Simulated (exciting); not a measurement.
**F K-edge absorption of CdF2, all-electron BSE**

Wanted: the near-edge spectrum and the bound core excitons at the F K edge of CdF2.

Calculated with exciting sodium; X-ray absorption, core-level Bethe-Salpeter equation, exchange and statically screened direct term, Tamm-Dancoff, all-electron LAPW+lo LDA.

Most raw output is cut from this account.

### 1. The starting structure

The structure is cubic, space group Fm-3m (No. 225). The conventional cell has a = 5.388 Å, b = 5.388 Å, c = 5.388 Å, α = 90.00°, β = 90.00°, γ = 90.00°. Cd has 8 F at 2.33 Å nearest. F has 4 Cd at 2.33 Å nearest. Farther neighbours and most contacts between anions are not listed.

Structure file:

```cif
data_structure
_symmetry_space_group_name_H-M 'Fm-3m'
_symmetry_Int_Tables_number 225
_cell_length_a 5.3880
_cell_length_b 5.3880
_cell_length_c 5.3880
_cell_angle_alpha 90.000
_cell_angle_beta 90.000
_cell_angle_gamma 90.000
_cell_volume 156.42
loop_
_atom_site_label
_atom_site_type_symbol
_atom_site_symmetry_multiplicity
_atom_site_Wyckoff_symbol
_atom_site_fract_x
_atom_site_fract_y
_atom_site_fract_z
_atom_site_occupancy
Cd1 Cd 4 a 0.00000 0.00000 0.00000 1
F1 F 8 c 0.25000 0.25000 0.75000 1
```

Differences between curves are given as r.m.s. difference over r.m.s. height.

### 2. The self-consistent potential

The species files are the program's own, with muffin-tin radii set in the input.

Contents of input.xml:

```
<input>
  <title>CdF2</title>
  <structure speciespath="." autormt="false" epslat="1.0e-5">
    <crystal>
      <basevect>0.0000000000 5.0909221788 5.0909221788</basevect>
      <basevect>5.0909221788 0.0000000000 5.0909221788</basevect>
      <basevect>5.0909221788 5.0909221788 0.0000000000</basevect>
    </crystal>
    <species speciesfile="Cd.xml" rmt="2.240">
      <atom coord="0.0000000000 0.0000000000 0.0000000000"/>
    </species>
    <species speciesfile="F.xml" rmt="2.037">
      <atom coord="0.7500000000 0.7500000000 0.7500000000"/>
      <atom coord="0.2500000000 0.2500000000 0.2500000000"/>
    </species>
  </structure>
  <groundstate do="fromscratch" xctype="LDA_PW" ngridk="5 5 5" rgkmax="7" gmaxvr="14" nempty="8" swidth="0.001" maxscl="100" epsengy="1e-5"/>
</input>
```

Run with:

```sh
> OMP_NUM_THREADS=1 mpirun -n 2 exciting
```

It took 20 s on 2 MPI ranks of Arm Neoverse V1, shared host.

The warnings file holds hints only, no warning.

The mesh shows a gap of 2.89 eV. Core levels (Dirac, from the valence top):

```
atom  level  energy (eV)
  Cd  2s1/2      -3923.1
  Cd  2p1/2      -3653.8
  Cd  2p3/2      -3461.6
  Cd  3s1/2       -724.4
  Cd  3p1/2       -616.3
  Cd  3p3/2       -582.0
  Cd  3d3/2       -390.0
  Cd  3d5/2       -383.0
  Cd  4s1/2        -98.0
   F  1s1/2       -647.4
```

### 3. A richer basis for the empty states

Each species file gets more local orbitals, built from u and its energy derivative at 0.15 Ha and u at 0.9 Ha.

input.xml is that of step 2.

Contents of SPECIES.xml, added lines:

```
<lo l="L">  <!-- L = 0, 1, 2 -->
  <wf matchingOrder="0" trialEnergy="0.1500" searchE="false"/>
  <wf matchingOrder="1" trialEnergy="0.1500" searchE="false"/>
  <wf matchingOrder="0" trialEnergy="0.9000" searchE="false"/>
</lo>
```

Run with:

```sh
> OMP_NUM_THREADS=1 mpirun -n 2 exciting
```

Elapsed: 18 s, on 2 MPI ranks.

Against the first ground state the total energy moves by -9 meV an atom and the gap by -0.01 eV.

### 4. Screening, kernels and BSE for F atom 2

The absorber has 4 Cd at 2.33 Å (tetrahedral, site symmetry -43m).

Changes to input.xml since step 3:

```diff
@@ -16,3 +16,20 @@
   </structure>
-  <groundstate do="fromscratch" xctype="LDA_PW" ngridk="5 5 5" rgkmax="7" gmaxvr="14" nempty="8" swidth="0.001" maxscl="100" epsengy="1e-5"/>
+  <groundstate do="skip" xctype="LDA_PW" ngridk="5 5 5" rgkmax="7" gmaxvr="14" nempty="8" swidth="0.001" maxscl="100" epsengy="1e-5"/>
+  <xs xstype="BSE" ngridk="5 5 5" ngridq="5 5 5" vkloff="0.097 0.273 0.493" rgkmax="7" nempty="20" gqmax="3" lmaxapwwf="5" lmaxemat="2" broad="0.01654" tevout="true">
+    <energywindow intv="23.453 25.070" points="439"/>
+    <screening screentype="full" nempty="37"/>
+    <BSE xas="true" xasspecies="2" xasatom="1" xasedge="K" bsetype="singlet" nstlxas="1 16"/>
+    <qpointset>
+      <qpoint>0 0 0</qpoint>
+    </qpointset>
+    <plan>
+      <doonly task="xsgeneigvec"/>
+      <doonly task="writepmatxs"/>
+      <doonly task="scrgeneigvec"/>
+      <doonly task="scrwritepmat"/>
+      <doonly task="screen"/>
+      <doonly task="scrcoulint"/>
+      <doonly task="exccoulint"/>
+    </plan>
+  </xs>
 </input>
```

Contents of input.xml for the last start (plan only):

```
  <plan>
    <doonly task="bse"/>
  </plan>
```

Run with:

```sh
> OMP_NUM_THREADS=1 mpirun -n 2 exciting
> OMP_NUM_THREADS=2 exciting
```

Run time: 21 min. Hardware: 2 MPI ranks.

Wall time by task: xsgeneigvec 6.2 s, writepmatxs 11 s, scrgeneigvec 9.8 s, scrwritepmat 3 s, screen 2.7 min, scrcoulint 9.5 min, exccoulint 6.7 min, bse 62 s.

The F K spectrum of F atom 2 (energy from the Kohn–Sham onset, core level to the lowest empty state found on the meshes used, 650.19 eV; the ground-state mesh sets it, and the shifted mesh has its lowest transition 0.30 eV above it; Im ε scaled to the maximum of the singlet run; cut below the end of the band set):

```
E (eV)  Im ε
  -3.5  0.02
  -3.0  0.03
  -2.5  0.04
  -2.0  0.05
  -1.5  0.06
  -1.0  0.09
  -0.5  0.17
   0.0  0.33
   0.5  0.57
   1.0  0.84
   1.5  0.99
   2.0  0.96
   2.5  0.81
   3.0  0.56
   3.5  0.39
   4.0  0.31
   4.5  0.38
   5.0  0.73
   5.5  0.61
   6.0  0.51
   6.5  0.39
   7.0  0.37
   7.5  0.50
   8.0  0.64
   8.5  0.67
   9.0  0.58
   9.5  0.41
  10.0  0.30
  10.5  0.21
  11.0  0.17
  11.5  0.16
  12.0  0.16
  12.5  0.17
  13.0  0.17
  13.5  0.21
  14.0  0.31
  14.5  0.33
  15.0  0.30
  15.5  0.30
  16.0  0.41
  16.5  0.55
  17.0  0.54
  17.5  0.43
  18.0  0.40
  18.5  0.35
  19.0  0.30
  19.5  0.24
  20.0  0.18
  20.5  0.15
  21.0  0.13
  21.5  0.12
  22.0  0.11
  22.5  0.10
  23.0  0.09
  23.5  0.09
  24.0  0.09
  24.5  0.11
```

Maxima (height): 1.6 eV (1.00), 5.1 eV (0.76), 8.5 eV (0.67), 14.3 eV (0.34) and 16.8 eV (0.58).

The Hamiltonian has 4000 rows. The lowest groups of eigenvalues and the brightest ones, on the scale above (the program counts from the shifted mesh's onset, 0.30 eV higher). Core spinors bring spin-forbidden partners, so dark means forbidden by spin or by symmetry, and the shifted mesh splits states that symmetry would keep together:

```
energy (eV)  states within 10 meV  relative strength
     -0.583                     2             0.0069
     -0.146                     2               0.13
      0.088                     2               0.20
      0.210                     2               0.25
      0.421                     2               0.22
      0.595                     2               0.36
      0.982                     2               0.65
      1.063                     4               0.66
      1.464                     2               0.46
      1.638                     2               0.53
      5.055                     2               0.88
      5.080                     3               0.97
      5.096                     1               1.00
```

### 5. Independent particles

Changes to input.xml since step 4:

```diff
@@ -20,3 +20,3 @@
     <screening screentype="full" nempty="37"/>
-    <BSE xas="true" xasspecies="2" xasatom="1" xasedge="K" bsetype="singlet" nstlxas="1 16"/>
+    <BSE xas="true" xasspecies="2" xasatom="1" xasedge="K" bsetype="IP" nstlxas="1 16"/>
     <qpointset>
@@ -25,9 +25,3 @@
     <plan>
-      <doonly task="xsgeneigvec"/>
-      <doonly task="writepmatxs"/>
-      <doonly task="scrgeneigvec"/>
-      <doonly task="scrwritepmat"/>
-      <doonly task="screen"/>
-      <doonly task="scrcoulint"/>
-      <doonly task="exccoulint"/>
+      <doonly task="bse"/>
     </plan>
```

Run with:

```sh
> OMP_NUM_THREADS=2 exciting
```

Run time: 1.5 s. Hardware: 2 threads.

Maxima (height): 4.4 eV (0.67), 7.0 eV (0.55), 10.7 eV (0.85), 15.8 eV (0.29) and 19.2 eV (0.67). Against the singlet run the r.m.s. difference is 78 %. Moving the earlier curve by +2.4 eV leaves 36 %. The highest maximum lies at 10.7 eV (0.85), against 1.6 eV (1.00).

### 6. Exchange alone

Changes to input.xml since step 5:

```diff
@@ -20,3 +20,3 @@
     <screening screentype="full" nempty="37"/>
-    <BSE xas="true" xasspecies="2" xasatom="1" xasedge="K" bsetype="IP" nstlxas="1 16"/>
+    <BSE xas="true" xasspecies="2" xasatom="1" xasedge="K" bsetype="RPA" nstlxas="1 16"/>
     <qpointset>
```

Run with:

```sh
> OMP_NUM_THREADS=2 exciting
```

Wall time 60 s (2 threads).

Maxima (height): 4.4 eV (0.66), 7.0 eV (0.55), 10.7 eV (0.85), 15.8 eV (0.29) and 19.2 eV (0.67). Against the independent-particle run the r.m.s. difference is 1 %.

### 7. Direct term alone

Changes to input.xml since step 6:

```diff
@@ -20,3 +20,3 @@
     <screening screentype="full" nempty="37"/>
-    <BSE xas="true" xasspecies="2" xasatom="1" xasedge="K" bsetype="RPA" nstlxas="1 16"/>
+    <BSE xas="true" xasspecies="2" xasatom="1" xasedge="K" bsetype="triplet" nstlxas="1 16"/>
     <qpointset>
```

Run with:

```sh
> OMP_NUM_THREADS=2 exciting
```

It took 60 s on 2 threads.

Maxima (height): 1.6 eV (1.02), 5.1 eV (0.77), 8.4 eV (0.67), 14.3 eV (0.34) and 16.8 eV (0.57). Against the singlet run the r.m.s. difference is 2 %.

### 8. The levels of theory side by side

```
      level  curve passes 0.15 (eV)  highest maximum (eV)  its height
         IP                     1.9                  10.7        0.85
        RPA                     1.9                  10.7        0.85
direct only                    -0.6                   1.6        1.02
    singlet                    -0.5                   1.6        1.00
```

```
E (eV)    IP   RPA  direct only  singlet
  -3.0  0.01  0.01         0.03     0.03
  -2.0  0.01  0.01         0.05     0.05
  -1.0  0.02  0.02         0.10     0.09
   0.0  0.03  0.03         0.34     0.33
   1.0  0.08  0.07         0.88     0.84
   2.0  0.16  0.16         0.97     0.96
   3.0  0.30  0.29         0.56     0.56
   4.0  0.59  0.57         0.31     0.31
   5.0  0.50  0.50         0.74     0.73
   6.0  0.27  0.27         0.51     0.51
   7.0  0.55  0.55         0.37     0.37
   8.0  0.32  0.32         0.64     0.64
   9.0  0.41  0.40         0.56     0.58
  10.0  0.70  0.69         0.29     0.30
  11.0  0.81  0.82         0.17     0.17
  12.0  0.36  0.37         0.16     0.16
  13.0  0.22  0.22         0.17     0.17
  14.0  0.16  0.16         0.31     0.31
  15.0  0.23  0.23         0.29     0.30
  16.0  0.28  0.28         0.41     0.41
  17.0  0.27  0.26         0.54     0.54
  18.0  0.44  0.44         0.40     0.40
  19.0  0.66  0.66         0.29     0.30
  20.0  0.64  0.65         0.18     0.18
  21.0  0.46  0.47         0.13     0.13
  22.0  0.29  0.30         0.10     0.11
  23.0  0.21  0.22         0.09     0.09
  24.0  0.15  0.15         0.09     0.09
```

### 9. Results

- absorber and edge: F K, atom 2
- surroundings: 4 Cd at 2.33 Å (tetrahedral, site symmetry -43m)
- first bright state: -0.15 eV from the Kohn–Sham onset, on this mesh
- highest maximum: 1.6 eV
- cost of the BSE run: 21 min on 2 MPI ranks of Arm Neoverse V1, shared host; the last task ran on as many threads

In words: Is a core exciton bound? Undecided on this mesh: the first bright state (over 5 % of the brightest) lies at -0.15 eV from the Kohn–Sham onset and at -0.45 eV from the lowest bare transition of its own mesh; weaker or dark states reach down to -0.58 eV. Exchange alone changes the independent-particle spectrum by 1.5 % r.m.s. Leaving exchange out of the full kernel changes the spectrum by 1.8 % r.m.s. Binding energies aren't converged on 125 k points. Exchange and the short-range direct term aren't converged in the kernel cutoff. The zero comes from the unshifted 5×5×5 ground-state mesh; it is exact only where the band minimum lies on that mesh. The Kohn–Sham onset, 650 eV, is no photon energy: the scale needs a rigid shift. No quasiparticle correction widens the gap or stretches the bands. Vibrations and energy-dependent lifetimes are left out. The structure is a published determination, not relaxed.

[Logs are printed without paths, hosts, clocks, repeated set-up lines and the standing remarks that a program may print on its own settings, such as how far it seeks lower states.]

[Hosts, paths, dates, database ids (printed as entryN), source tags and the programs' standing remarks are cut or masked in the printed files.]
